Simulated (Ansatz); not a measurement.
Rows from a G0W0 calculation on Bi2S3 (Bismuthinite) (Ansatz 0.2.0; G0W0 on PBE, plane waves, PAW; 2×4×2 mesh, 703 empty bands, screening to 72 eV), in eV. Spin-orbit coupling is left out.

The database entry behind the starting cell differs from later determinations by our own check (about 0.4 % long), so it need not match the best structure at ambient conditions.

| row | k | band | start | Σx | Σc at the solution | Vxc |
| --- | --- | --- | --- | --- | --- | --- |
| A | Γ | c1 | 8.986 | -9.674 | -2.926 | -12.787 |
| B | Γ | c2 | 9.311 | -9.937 | -3.259 | -13.498 |
| C | (-0.500, 0.000, 0.000) | c1 | 9.320 | -10.226 | -3.192 | -13.726 |
| D | (-0.500, 0.000, 0.000) | v1 | 7.561 | -17.444 | 2.006 | -15.326 |
| E | Γ | v1 | 7.477 | -17.355 | 1.727 | -15.540 |
| F | Γ | v2 | 7.434 | -17.388 | 2.159 | -15.087 |

Question: Work out each quasiparticle level and how far it moved.

The quasiparticle equation reads E = start + Σx + Σc(E) − Vxc.

| row | E (eV) | shift (eV) |
| --- | --- | --- |
| A | 9.172 | +0.187 |
| B | 9.612 | +0.301 |
| C | 9.629 | +0.309 |
| D | 7.450 | −0.112 |
| E | 7.388 | −0.089 |
| F | 7.292 | −0.142 |

Limits: not at the basis limit; no spin-orbit coupling; coarse k mesh.

[Runs of the session that timed out or met a known fault of the program may be left out.]

[Cells called generated may have been cut or substituted from an entry of the Crystallography Open Database or the Materials Project.]

[Hosts, paths, dates, database ids (printed as entryN), source tags and the programs' standing remarks are cut or masked in the printed files.]
